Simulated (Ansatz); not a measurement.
## Work function of Nb(110): what the settings cost and change

How far do functional and pseudopotentials move the work function of Nb(110), and at what cost?

Main program and level: Ansatz 0.2.0; plane-wave DFT, PBE, Ansatz PAW, in the first sound run; inputs show where later runs differ.

The experiments to compare with:

“Anisotropic work function of elemental crystals” (2019, arxiv:1902.07811) quotes from earlier work for Nb (clean (110) face, a compiled value): work function (clean (110) face, a compiled value) 4.63 eV.

## Step 1: The structure

The cell holds 7 atoms: 7 Nb. Cell: a = 2.858 Å, b = 2.858 Å, c = 32.001 Å, α = 90.0°, β = 90.0°, γ = 70.5°. Vacuum lies along c.

## Step 2: Run, setting PBE, Ansatz PAW (420 eV)

A work function rests on the faint tail of the density, so the SCF threshold is tight. PBE on the default files comes first; the next runs keep the geometry and change functional or files, each at the cutoff that its files recommend; a relaxation and, for heavy metals, spin-orbit coupling close the ladder.

Input file input.yaml:

```yaml
crystal:
  lattice:
    - [2.3334523779, -1.65, 0.0]
    - [2.3334523779, 1.65, 0.0]
    - [0.0, 0.0, 32.0007142675]
  atoms:
    - { symbol: Nb, position: [0.0, 0.0, 0.2812437224] }
    - { symbol: Nb, position: [0.5, 0.5, 0.3541624816] }
    - { symbol: Nb, position: [0.0, 0.0, 0.4270812408] }
    - { symbol: Nb, position: [0.5, 0.5, 0.5] }
    - { symbol: Nb, position: [0.0, 0.0, 0.5729187592] }
    - { symbol: Nb, position: [0.5, 0.5, 0.6458375184] }
    - { symbol: Nb, position: [0.0, 0.0, 0.7187562776] }
kpoints:
  mp_grid: { grid: [15, 15, 1] }
hamiltonian:
  xc: pbe
scf:
  occupations: { method: fermi_dirac, width: 0.1 }
  convergence: { dr2_threshold: 1.0e-09 }
efield:
  axis: 3
  dipole_correction: true
  ramp_position: 0.97
  ramp_width: 0.06
output:
  write_potential: true
  write_density: true
  volumetric_format: npy
  elf: true
```

Run with:

```sh
ansatz run input.yaml --threads 2 --pin off --max-ram 3072MiB --backend cpu --events-out ev --progress --plain --runs-dir out
```

Numbers of over 12 decimals in the logs are rounded to 6 here.

Output:

```text
Engine: ansatz 0.2.0, aarch64-unknown-linux-gnu
Pseudopotentials: kind: paw
Pseudopotential: Nb, paw, valence charge 13, recommended cutoff 420 eV (normal), Nb.paw.azcp
Functional definition: PBE
  parameter kappa = 0.804
  parameter beta = 0.066725
  exchange = pbe_x(kappa = kappa, mu = beta*pi^2/3)
  correlation = pbe_c(beta = beta)
Crystal: 7 atoms, lattice volume = 246.418 Å³
Basis set: ecut = 420 eV, 4833 PW (Γ)
Bands: 55, of which v1, the nominal top of the filled ones, is band 46 counted from 1 (45 counted from 0)
Symmetry: 4 space group operations
k-points: 64 of 225
Non-local potential: Nb, projectors of the file, l = 0: 3, l = 1: 2, l = 2: 2, l = 3: 1
PAW form: soft (Blöchl's): semilocal exchange-correlation on the pseudo side does not see the compensation charge
PAW one-centre angular grid: Nb, 590 points (default); XC on 64 Gauss nodes
Initial density: superposition of atomic densities (neutral atoms: chi_scale 0, normalization atom), corrected by the library's trained network
Initial wavefunctions: pseudopotential atomic-orbital guess
Functional: x = pbe(κ = 0.804, μ = 0.219515), c = pbe(β = 0.066725)
SCF iter   1: F=—  HF=-31864.525829 eV  |F-HF|=—  |Δ(HF+E_count)|=         —  Δρ=1.76e-2  dr2=3.79e1  ethr=1.77e-3  p=0.000 e·Å  D=1.68e-13 V/Å  ΔV_dip=-0.00 eV  dr2_dipole=8.13e-7  V_vac-E_F(+/−)=5.09/5.09 eV  ⟨swp⟩=8.4  Hψ=16433  notcnv=0
efield: sawtooth ramp at fractional position 0.9700 (set: `efield.ramp_position`, or a place that a band, a saddle search or an elastic batch's reference lends), width 0.0600; the density the first Hamiltonian is built on has a dipole p = 0.000 e·Å; the dipole correction subtracts the counter field D = 1.68e-13 V/Å, which shifts the + side's vacuum level by -0.00 eV against the − side's; the planar-averaged density in the ramp window peaks in size at 4.3e-6 e/Å³
preconditioner: auto → LDOS  [metal: Δε(μ)=0.003 eV  Ē_g=3.431 eV  σ=0.100 eV  W_gap=0.01  n_scr=22 (ndim 8)  ℏωp=14.0 eV  f_vac=0.439  D(μ)=9.62/eV (n_scr^D=78)  β→1.0]
SCF iter   2: F=—  HF=-31864.124518 eV  |F-HF|=—  |Δ(HF+E_count)|=   4.01e-1  Δρ=2.84e-3  dr2=5.69e-2  ethr=1.77e-3  p=-0.000 e·Å  D=-2.14e-5 V/Å  ΔV_dip=0.00 eV  dr2_dipole=2.09e-6  V_vac-E_F(+/−)=4.56/4.56 eV  ⟨swp⟩=3.0  Hψ=4554  notcnv=0  defer=2
SCF iter   3: F=—  HF=-31864.125224 eV  |F-HF|=—  |Δ(HF+E_count)|=   7.06e-4  Δρ=1.18e-3  dr2=1.18e-2  ethr=6.26e-5  p=-0.000 e·Å  D=-3.30e-6 V/Å  ΔV_dip=0.00 eV  dr2_dipole=8.11e-10  V_vac-E_F(+/−)=4.56/4.56 eV  ⟨swp⟩=2.5  Hψ=6040  notcnv=0  defer=2
SCF iter   4: F=—  HF=-31864.124469 eV  |F-HF|=—  |Δ(HF+E_count)|=   7.55e-4  Δρ=3.27e-4  dr2=6.98e-4  ethr=1.29e-5  p=-0.000 e·Å  D=-3.03e-6 V/Å  ΔV_dip=0.00 eV  dr2_dipole=3.99e-9  V_vac-E_F(+/−)=4.54/4.54 eV  ⟨swp⟩=2.2  Hψ=5344  notcnv=0  defer=2
SCF iter   5: F=—  HF=-31864.124405 eV  |F-HF|=—  |Δ(HF+E_count)|=   6.34e-5  Δρ=9.09e-5  dr2=9.34e-5  ethr=7.67e-7  p=-0.000 e·Å  D=-1.17e-6 V/Å  ΔV_dip=0.00 eV  dr2_dipole=6.26e-11  V_vac-E_F(+/−)=4.54/4.54 eV  ⟨swp⟩=2.8  Hψ=6041  notcnv=0  defer=2
SCF iter   6: F=—  HF=-31864.124400 eV  |F-HF|=—  |Δ(HF+E_count)|=   5.51e-6  Δρ=2.96e-5  dr2=2.75e-6  ethr=1.03e-7  p=-0.000 e·Å  D=-4.06e-7 V/Å  ΔV_dip=0.00 eV  dr2_dipole=6.85e-11  V_vac-E_F(+/−)=4.54/4.54 eV  ⟨swp⟩=2.2  Hψ=5061  notcnv=0  defer=2
SCF iter   7: F=—  HF=-31864.124371 eV  |F-HF|=—  |Δ(HF+E_count)|=   2.85e-5  Δρ=9.64e-6  dr2=8.47e-7  ethr=3.03e-9  p=-0.000 e·Å  D=-1.44e-7 V/Å  ΔV_dip=0.00 eV  dr2_dipole=1.07e-11  V_vac-E_F(+/−)=4.54/4.54 eV  ⟨swp⟩=2.6  Hψ=6706  notcnv=0  defer=2
SCF iter   8: F=—  HF=-31864.124371 eV  |F-HF|=—  |Δ(HF+E_count)|=   2.07e-8  Δρ=2.63e-6  dr2=4.37e-8  ethr=9.30e-10  p=-0.000 e·Å  D=-6.28e-8 V/Å  ΔV_dip=0.00 eV  dr2_dipole=1.98e-12  V_vac-E_F(+/−)=4.54/4.54 eV  ⟨swp⟩=2.2  Hψ=4598  notcnv=0  defer=2
SCF iter   9: F=—  HF=-31864.124371 eV  |F-HF|=—  |Δ(HF+E_count)|=   9.15e-9  Δρ=8.38e-7  dr2=8.88e-9  ethr=4.80e-11  p=-0.000 e·Å  D=-2.34e-8 V/Å  ΔV_dip=0.00 eV  dr2_dipole=1.60e-13  V_vac-E_F(+/−)=4.54/4.54 eV  ⟨swp⟩=2.7  Hψ=6603  notcnv=0  defer=2
SCF iter  10: F=-31864.124371 eV  HF=-31864.124371 eV  |F-HF|=6.08e-10  |Δ(HF+E_count)|=  6.95e-10  Δρ=3.13e-7  dr2=8.96e-10  ethr=1.10e-12  p=-0.000 e·Å  D=-7.01e-9 V/Å  ΔV_dip=0.00 eV  dr2_dipole=1.73e-14  V_vac-E_F(+/−)=4.54/4.54 eV  ⟨swp⟩=6.7  Hψ=12175  notcnv=0
SCF 1 converged in 10 iterations: F = -31864.124371 eV  dr2 = 8.96e-10
  greatest PAW one-centre occupation: 0.998 electrons in one spin orbital (limit 2), on the Nb atom at site 1 (counted from 0), in its partial waves of l = 0
WARN: The output density's exchange-correlation potential varies sharply where the density is thin. Do not read a vacuum level from v_tot or v_xc, or from such a field of the output density. On a cell that repeats whose density bears no net charge and no dipole along the vacuum's axis use v_es (v_loc + v_h of the components); under efield.dipole_correction with no amplitude use v_es + v_field, which holds any externa [...]
SCF converged after 10 iterations
Free energy (F): -31864.124371 eV
Harris-Foulkes:  -31864.124371 eV  (|F-HF|=6.08e-10)
Internal energy: -31863.800559 eV  (E = F + TS)
E sigma→0 (E₀):  -31863.962465 eV
Entropy (-TS):   -0.323813 eV (-46.259 meV/atom)
Fermi energy:    7.021090 eV
Dipole field:    D = 0.000000 V/Å  (p = 0.000000 e·Å, saw-weighted, corrected)
Work function:   Φ+ = 4.5417 eV   Φ− = 4.5417 eV
Levels:          The Fermi level and band energies are counted from a zero that moves with the ramp; work functions are not
--- Per-component energies (eV) ---
  E_band       = -1456.543213
  E_kinetic    = 2760.051129
  E_local      = -130892.925903  (includes V_loc(G=0)·N_el)
  E_nonlocal   = 841.333211
  E_hartree    = 64038.228044
  E_xc         = -1226.346412
  E_vxc        = -1487.350218  (∫ρ·V_xc dr)
  E_paw        = -21514.247885  (= ΣΔE_a)
  E_vpaw       = -754.101419  (= ΣTr[D̂ρ^β])
  E_aug_tail   = 0.000047  (compensation charges beyond the density's cutoff)
  E_efield     = 0.000000  (sawtooth field / dipole correction)
  E_vefield    = 0.000000  (∫n·V_field dr)
  E_ewald      = 54130.107210
  E_smearing   = -0.323813  (= −TS)
  E_closure    = -0.000000  (closes the sum)
  Σ components = -31864.124371   (vs F -31864.124371, Δ=0.00e0)
--- Band table (eV; the first three rows and the last of 64) ---
  k-point 0: bands = [... 42 lower, 6.9388, 7.0493, 7.1596, 7.2513, 7.3216, 7.5046, 7.5110, 7.9472, ... 5 higher]
  k-point 1: bands = [... 42 lower, 6.8967, 6.9356, 7.0800, 7.2060, 7.3196, 7.3747, 7.5492, 7.9948, ... 5 higher]
  k-point 2: bands = [... 42 lower, 6.6487, 6.7667, 6.9290, 7.0104, 7.0438, 7.4664, 7.6746, 7.6997, ... 5 higher]
  k-point 63: bands = [... 42 lower, 6.6268, 7.5568, 7.6455, 8.4689, 8.9243, 9.0714, 9.3231, 9.4623, ... 5 higher]
```

The job ended after 2.3 min (2 threads of Arm Neoverse N1, shared host; peak memory 1.1 GiB; 4.1 min of CPU time).

This step gave:

```
energy at zero smearing   : -31863.9625 eV
work function, upper face : 4.542 eV
```

Running mean over 2.333 Å of the planar mean; the ramp of the sawtooth is left out. Table of electron's electrostatic potential energy less the Fermi level by z:

z (Å), electron's electrostatic potential energy less the Fermi level (eV) and a bar from the least value:
```
      3.5        4.5 ##############################
      4.0        4.5 ##############################
      4.5        4.5 ##############################
      5.0        4.5 ##############################
      5.5        4.5 ##############################
      6.0        4.3 ##############################
      6.5        4.0 #############################
      7.0        2.8 ###########################
      7.5       -0.5 ####################
      8.0       -5.9 ##########
      8.5       -9.9 ##
      9.0      -11.0 
      9.5      -11.1 
     10.0      -11.0 
     10.5      -10.9 
     11.0      -10.9 
     11.5      -10.9 
     12.0      -11.0 
     12.5      -10.9 
     13.0      -10.9 
     13.5      -10.9 
     14.0      -10.9 
     14.5      -10.9 
     15.0      -10.9 
     15.5      -10.9 
     16.0      -10.9 
     16.5      -10.9 
     17.0      -10.9 
     17.5      -10.9 
     18.0      -10.9 
     18.5      -10.9 
     19.0      -10.9 
     19.5      -10.9 
     20.0      -11.0 
     20.5      -10.9 
     21.0      -10.9 
     21.5      -10.9 
     22.0      -11.0 
     22.5      -11.1 
     23.0      -11.0 
     23.5       -9.9 ##
     24.0       -5.9 ##########
     24.5       -0.5 ####################
     25.0        2.8 ###########################
     25.5        4.0 #############################
     26.0        4.3 ##############################
     26.5        4.5 ##############################
     27.0        4.5 ##############################
     27.5        4.5 ##############################
     28.0        4.5 ##############################
     28.5        4.5 ##############################
```

ELF in the ca plane at fractional y = 0.000, with atoms of Nb within 0.2 Å of it. It is the smooth field of the valence electrons, not physical close to the nuclei.

Ten even steps from '0' (0.00) to '9' (0.77), each cell a mean:
```
53497695355445349779535445635977951000000000
54269963354345326996335434543699721111000000
55334433553335533443355333553344322221000000
56543335653334653333565333465433334332100000
55433334553334543333465333454333333321000000
54247742454335424774245334543477421111000000
53389984354345338998435434534899941110000000
53595496355455359449535545636944961000000000
```
Columns run along c (16.0 Å, from fractional 0.38 to 0.88 of the cell), rows up along a (2.9 Å). Atoms in or near the plane, at fractional coordinates: Nb at (0.43, 0.00), Nb at (0.57, 0.00), Nb at (0.72, 0.00).

Electrostatic potential energy in the ca plane at fractional y = 0.000, with atoms of Nb within 0.2 Å of it. With pseudopotentials it is smooth inside the atoms' cores, unlike the true potential.

Ten even steps from '0' (-72 eV) to '9' (12 eV), each cell a mean:
```
99730026999999972002799999996200379999999999
99863358999999985335899999998533689999999999
99987789999999998778999999999877899999999999
99999999999999999999999999999999999999999999
99998889999999999889999999999988899999999999
99875578999999987557899999998755789999999999
99741137999999974114799999997311479999999999
99720016899999962002699999996100278999999999
```
Columns run along c (16.0 Å, from fractional 0.38 to 0.88 of the cell; values clipped at the 3rd and 97th percentile), rows up along a (2.9 Å). Atoms in or near the plane, at fractional coordinates: Nb at (0.43, 0.00), Nb at (0.57, 0.00), Nb at (0.72, 0.00).

Valence density in the ca plane at fractional y = 0.000, with atoms of Nb within 0.2 Å of it. It is the smooth field of the valence electrons, not physical close to the nuclei.

Ten even steps from '0' (0.0 e/Å³) to '9' (5.0 e/Å³), each cell a mean:
```
00159962000000016996100000002699610000000000
00025531000000002552000000001355200000000000
00001100000000000110000000000011000000000000
00000000000000000000000000000000000000000000
00000000000000000000000000000000000000000000
00013310000000001331000000000133100000000000
00148851000000014884100000001588400000000000
00169972000000027997200000002799710000000000
```
Columns run along c (16.0 Å, from fractional 0.38 to 0.88 of the cell), rows up along a (2.9 Å). Atoms in or near the plane, at fractional coordinates: Nb at (0.43, 0.00), Nb at (0.57, 0.00), Nb at (0.72, 0.00).

The work function is 4.542 eV.

## Step 3: Slab

This step: plane-wave DFT, LDA, Ansatz PAW (Ansatz 0.2.0).

Changes to input.yaml since step 2:

```diff
@@ -16,3 +16,3 @@
 hamiltonian:
-  xc: pbe
+  xc: lda
 scf:
@@ -29,2 +29 @@
   volumetric_format: npy
-  elf: true
```

Output:

```text
[...]
Crystal: 7 atoms, lattice volume = 246.418 Å³
Basis set: ecut = 420 eV, 4833 PW (Γ)
Bands: 55, of which v1, the nominal top of the filled ones, is band 46 counted from 1 (45 counted from 0)
Symmetry: 4 space group operations
k-points: 64 of 225
[...]
k-point 0: bands = [... 42 lower, 6.6587, 6.7839, 6.8814, 6.9695, 7.0398, 7.2294, 7.2588, 7.6685, ... 5 higher]
  k-point 1: bands = [... 42 lower, 6.6286, 6.6563, 6.8007, 6.9245, 7.0708, 7.0933, 7.2684, 7.7609, ... 5 higher]
  k-point 2: bands = [... 42 lower, 6.3729, 6.4873, 6.6750, 6.7297, 6.7665, 7.2234, 7.3965, 7.4200, ... 5 higher]
  k-point 63: bands = [... 42 lower, 6.3548, 7.2846, 7.3885, 8.1918, 8.6349, 8.8100, 9.0447, 9.1733, ... 5 higher]
[key lines of the parts left out:]
SCF converged after 10 iterations
Free energy (F): -31095.759361 eV
Fermi energy:    6.757320 eV
Dipole field:    D = -0.000000 V/Å  (p = -0.000000 e·Å, saw-weighted, corrected)
Work function:   Φ+ = 4.7894 eV   Φ− = 4.7894 eV
```

The job ended after 2.3 min (2 threads; peak memory 1 GiB).

The work function is 4.789 eV, +0.248 eV from the run “PBE, Ansatz PAW (420 eV)”, at 0.98 times its CPU time.

## Step 4: Run

This step: plane-wave DFT, PBEsol, Ansatz PAW (Ansatz 0.2.0).

Changes to input.yaml since step 3:

```diff
@@ -16,3 +16,3 @@
 hamiltonian:
-  xc: lda
+  xc: pbesol
 scf:
```

Output:

```text
[...]
Crystal: 7 atoms, lattice volume = 246.418 Å³
Basis set: ecut = 420 eV, 4833 PW (Γ)
Bands: 55, of which v1, the nominal top of the filled ones, is band 46 counted from 1 (45 counted from 0)
Symmetry: 4 space group operations
k-points: 64 of 225
[...]
k-point 0: bands = [... 42 lower, 6.8208, 6.9284, 7.0415, 7.1340, 7.2043, 7.3841, 7.3950, 7.8334, ... 5 higher]
  k-point 1: bands = [... 42 lower, 6.7761, 6.8175, 6.9622, 7.0886, 7.1990, 7.2579, 7.4335, 7.8775, ... 5 higher]
  k-point 2: bands = [... 42 lower, 6.5295, 6.6482, 6.8083, 6.8924, 6.9258, 7.3487, 7.5590, 7.5843, ... 5 higher]
  k-point 63: bands = [... 42 lower, 6.5084, 7.4394, 7.5242, 8.3522, 8.8061, 8.9486, 9.2070, 9.3474, ... 5 higher]
[key lines of the parts left out:]
SCF converged after 10 iterations
Free energy (F): -31465.979620 eV
Fermi energy:    6.901774 eV
Dipole field:    D = -0.000000 V/Å  (p = -0.000000 e·Å, saw-weighted, corrected)
Work function:   Φ+ = 4.6397 eV   Φ− = 4.6397 eV
```

The job ended after 2.2 min (2 threads; peak memory 1 GiB).

The work function is 4.640 eV, +0.098 eV from the run “PBE, Ansatz PAW (420 eV)”, at 0.95 times its CPU time.

## Step 5: Run

This step: plane-wave DFT, RPBE, Ansatz PAW (Ansatz 0.2.0).

Changes to input.yaml since step 4:

```diff
@@ -16,3 +16,3 @@
 hamiltonian:
-  xc: pbesol
+  xc: rpbe
 scf:
```

Output:

```text
[...]
Crystal: 7 atoms, lattice volume = 246.418 Å³
Basis set: ecut = 420 eV, 4833 PW (Γ)
Bands: 55, of which v1, the nominal top of the filled ones, is band 46 counted from 1 (45 counted from 0)
Symmetry: 4 space group operations
k-points: 64 of 225
[...]
k-point 0: bands = [... 42 lower, 7.0462, 7.1537, 7.2674, 7.3589, 7.4291, 7.6065, 7.6183, 8.0534, ... 5 higher]
  k-point 1: bands = [... 42 lower, 7.0015, 7.0429, 7.1885, 7.3137, 7.4226, 7.4824, 7.6569, 8.0924, ... 5 higher]
  k-point 2: bands = [... 42 lower, 6.7564, 6.8750, 7.0324, 7.1183, 7.1514, 7.5649, 7.7849, 7.8091, ... 5 higher]
  k-point 63: bands = [... 42 lower, 6.7322, 7.6618, 7.7483, 8.5773, 9.0389, 9.1752, 9.4301, 9.5765, ... 5 higher]
[key lines of the parts left out:]
SCF converged after 11 iterations
Free energy (F): -31912.530721 eV
Fermi energy:    7.125364 eV
Dipole field:    D = -0.000000 V/Å  (p = -0.000000 e·Å, saw-weighted, corrected)
Work function:   Φ+ = 4.4092 eV   Φ− = 4.4092 eV
```

Wall time 2.3 min (2 threads); peak memory 1.1 GiB.

The work function is 4.409 eV, -0.132 eV from the run “PBE, Ansatz PAW (420 eV)”, at 1.0 times its CPU time.

## Step 6: Run

This step: plane-wave DFT, r2SCAN, Ansatz PAW (Ansatz 0.2.0).

Changes to input.yaml since step 5:

```diff
@@ -16,3 +16,3 @@
 hamiltonian:
-  xc: rpbe
+  xc: r2scan
 scf:
```

Output:

```text
[...]
Crystal: 7 atoms, lattice volume = 246.418 Å³
Basis set: ecut = 500 eV, 6227 PW (Γ), exchange–correlation on 96×96×960 points (64 copies of the dense FFT grid, shifted against one another)
Bands: 55, of which v1, the nominal top of the filled ones, is band 46 counted from 1 (45 counted from 0)
Symmetry: 4 space group operations
k-points: 64 of 225
[...]
k-point 0: bands = [... 42 lower, 6.9274, 7.0018, 7.1571, 7.2652, 7.3400, 7.4142, 7.5388, 7.9919, ... 5 higher]
  k-point 1: bands = [... 42 lower, 6.8507, 6.9218, 7.0753, 7.2168, 7.2303, 7.3942, 7.5774, 7.8975, ... 5 higher]
  k-point 2: bands = [... 42 lower, 6.6098, 6.7441, 6.8379, 7.0075, 7.0315, 7.3735, 7.7016, 7.7252, ... 5 higher]
  k-point 63: bands = [... 42 lower, 6.5777, 7.5625, 7.6209, 8.5315, 9.0471, 9.1318, 9.4327, 9.5994, ... 5 higher]
[key lines of the parts left out:]
SCF converged after 11 iterations
Free energy (F): -31943.395925 eV
Fermi energy:    6.965412 eV
Dipole field:    D = 0.000000 V/Å  (p = 0.000000 e·Å, saw-weighted, corrected)
Work function:   Φ+ = 4.6220 eV   Φ− = 4.6220 eV
```

Wall time 4.2 min (2 threads); peak memory 1.7 GiB.

The work function is 4.622 eV, +0.080 eV from the run “PBE, Ansatz PAW (420 eV)”, at 1.8 times its CPU time.

## Step 7: Run

This step: plane-wave DFT, PBE, JTH PAW (Ansatz 0.2.0).

Changes to input.yaml since step 6:

```diff
@@ -16,3 +16,4 @@
 hamiltonian:
-  xc: r2scan
+  xc: pbe
+  pseudopotentials: { kind: paw, source: jth }
 scf:
```

Output:

```text
[...]
k-point 0: bands = [... 42 lower, 6.7805, 6.8888, 7.0008, 7.0933, 7.1636, 7.3417, 7.3529, 7.7884, ... 5 higher]
  k-point 1: bands = [... 42 lower, 6.7367, 6.7772, 6.9214, 7.0480, 7.1571, 7.2165, 7.3909, 7.8309, ... 5 higher]
  k-point 2: bands = [... 42 lower, 6.4896, 6.6082, 6.7672, 6.8522, 6.8849, 7.3041, 7.5155, 7.5409, ... 5 higher]
  k-point 63: bands = [... 42 lower, 6.4671, 7.3968, 7.4837, 8.3087, 8.7650, 8.9087, 9.1630, 9.3036, ... 5 higher]
[key lines of the parts left out:]
SCF converged after 13 iterations
Free energy (F): -31833.450720 eV
Fermi energy:    6.860296 eV
Dipole field:    D = -0.000000 V/Å  (p = -0.000000 e·Å, saw-weighted, corrected)
Work function:   Φ+ = 4.5428 eV   Φ− = 4.5428 eV
```

Elapsed: 11 min, on 2 threads; peak memory 2.7 GiB.

The work function is 4.543 eV, +0.001 eV from the run “PBE, Ansatz PAW (420 eV)”, at 4.6 times its CPU time.

[end of part 1 of 2]

[Logs are printed without paths, hosts, clocks, repeated set-up lines and the standing remarks that a program may print on its own settings, such as how far it seeks lower states.]

[Hosts, paths, dates, database ids (printed as entryN), source tags and the programs' standing remarks are cut or masked in the printed files.]

[Maps of the electrostatic potential energy from Ansatz leave out the sawtooth potential of an applied field or a dipole correction, so their vacuum need not be flat; planar profiles and work functions include it.]
